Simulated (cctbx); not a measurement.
## Ba3CrS6: solution and refinement

Cell a = 10.2760 Å, b = 10.2760 Å, c = 10.2760 Å, α = 90.00°, β = 90.00°, γ = 90.00°; space group Fm-3m (no. 225); content Ba12 Cr4 S24.

The data are simulated with cctbx, not measured: Mo Kα, λ = 0.71073 Å, to d = 0.8 Å, 95 % of the full sphere, strongest reflection 20000 counts, noise from counting, a 2 % proportional error and a noise floor of 2 counts (s.d.); no absorption.

Charge flipping in P1 on normalised amplitudes to 0.8 Å, δ = 0.9 σ, 30 % of the reflections treated as weak, 200 cycles:

```text
cycle      R  skewness
    0  0.548     0.52
   16  0.371     2.21
   32  0.360     2.32
   48  0.361     2.36
   64  0.347     2.44
   80  0.342     2.45
   96  0.350     2.40
  112  0.355     2.46
  128  0.365     2.43
  144  0.364     2.50
  160  0.354     2.46
  176  0.345     2.55
  192  0.341     2.57
origin shift          correlation  skewness
 0.092  0.447  0.424      0.912     10.02
 0.342  0.197  0.174      0.912     10.42
 0.363 -0.639  0.994      0.799      0.63
 0.371  0.426  0.438      0.843      1.24
taken: symmetry correlation 0.912, skewness 10.42
peak      x       y       z  mult  height/sigma
Q1    0.2500  0.2500  0.2500    8     23.3
Q2    0.0000  0.0000  0.5000    4     22.6
Q3    0.0000  0.0000  0.0000    4     13.2
Q4    0.0000  0.0000  0.2131   24      3.6
Q5    0.0000  0.0000  0.3060   24      1.9
Q6    0.0000  0.2500  0.2500   24      1.6
Q7    0.1853  0.1853  0.3147   32      1.2
Q8    0.0000  0.0795  0.0795   48      1.0
Q9    0.0000  0.0000  0.3993   24      0.9
```

The origin is taken among those within 0.04 of the best correlation, by the skewness of the map.

Run time: 3.4 s on 1 thread of Arm Neoverse N1, on a shared host, peak memory 0.08 GiB.

**Question.** Which peaks are atoms, and which elements?

Heights go roughly as Z and multiplicities must add up to the content. First model: Q1 = Ba1 (8 in the cell, height 23.3), Q2 = Ba2 (4 in the cell, height 22.6), Q3 = Cr1 (4 in the cell, height 13.2) and Q4 = S1 (24 in the cell, height 3.6). Against the true structure, Q1 is Ba, Q2 is Ba, Q3 is Cr and Q4 is S; the other peaks are not atoms.

Least squares on F², isotropic:

```text
Rint 0.023, 83 unique reflections to 0.80 A
cycle     R1     wR2    GooF  max shift (A)
   1  0.1004  0.2300  25.303   0.03628
   2  0.0051  0.0115   1.263   0.00001
final R1 0.0051 wR2 0.0115 GooF 1.263  parameters 5  data/parameter 16.6
atom        x        y        z      Ueq    occ   su(xyz)  su(Uiso or U11)
Ba1    0.25000  0.25000  0.25000   0.0097  1.000  0.00000  0.0001
Ba2    0.00000  0.00000  0.50000   0.0096  1.000  0.00000  0.0001
Cr1    0.00000  0.00000  0.00000   0.0182  1.000  0.00000  0.0002
S1     0.00000  0.00000  0.21663   0.0203  1.000  0.00006  0.0001
difference map: max 0.34 min -0.19 rms 0.04
Q1    0.0000  0.0000  0.2618   24    0.34  0.46 A from S1
Q2    0.0000  0.0000  0.1652   24    0.28  0.53 A from S1
Q3    0.0000  0.1019  0.2366   96    0.12  1.07 A from S1
Q4    0.0000  0.0000  0.0000    4    0.10  0.00 A from Cr1
Q5    0.0000  0.0909  0.0909   48    0.10  1.32 A from Cr1
```

Anisotropic refinement:

```text
Rint 0.023, 83 unique reflections to 0.80 A
cycle     R1     wR2    GooF  max shift (A)
   1  0.0051  0.0115   1.277   0.00013
   2  0.0037  0.0077   0.848   0.00000
final R1 0.0037 wR2 0.0077 GooF 0.848  parameters 6  data/parameter 13.8
atom        x        y        z      Ueq    occ   su(xyz)  su(Uiso or U11)
Ba1    0.25000  0.25000  0.25000   0.0097  1.000  0.00000  0.0001
Ba2    0.00000  0.00000  0.50000   0.0096  1.000  0.00000  0.0001
Cr1    0.00000  0.00000  0.00000   0.0183  1.000  0.00000  0.0001
S1     0.00000  0.00000  0.21664   0.0203  1.000  0.00004  0.0001
difference map: max 0.08 min -0.08 rms 0.03
Q1    0.0000  0.1006  0.2412   96    0.08  1.06 A from S1
Q2    0.0000  0.1067  0.1067   48    0.08  1.55 A from Cr1
Q3    0.0295  0.1824  0.1824   96    0.08  1.93 A from S1
Q4    0.0000  0.0000  0.1150   24    0.08  1.04 A from S1
Q5    0.1076  0.1076  0.3924   32    0.07  1.91 A from Ba2
Q6    0.0000  0.0000  0.0000    4    0.07  0.00 A from Cr1
```

**Reading.** The refinement ends at R1 = 0.0037, wR2 = 0.0077, GooF = 0.85, with difference density between -0.08 and 0.08 e/Å³. Every site matches the true model in element, within 0.001 Å r.m.s., up to an allowed shift of origin.

True model:

```
atom  mult.    x    y       z  Ueq (Å²)
 Ba1      8  1/4  3/4     3/4    0.0097
 Ba2      4  1/2    0       0    0.0096
 Cr1      4    0    0       0    0.0183
  S1     24    0    0  0.7834    0.0202
```

The model was made for the exercise: a known structure type with other elements put in, its volume estimated, not relaxed; displacement parameters are assumed.

[Middle refinement cycles are left out of these outputs.]

[Logs are printed without paths, hosts, clocks, repeated set-up lines and the standing remarks that a program may print on its own settings, such as how far it seeks lower states.]
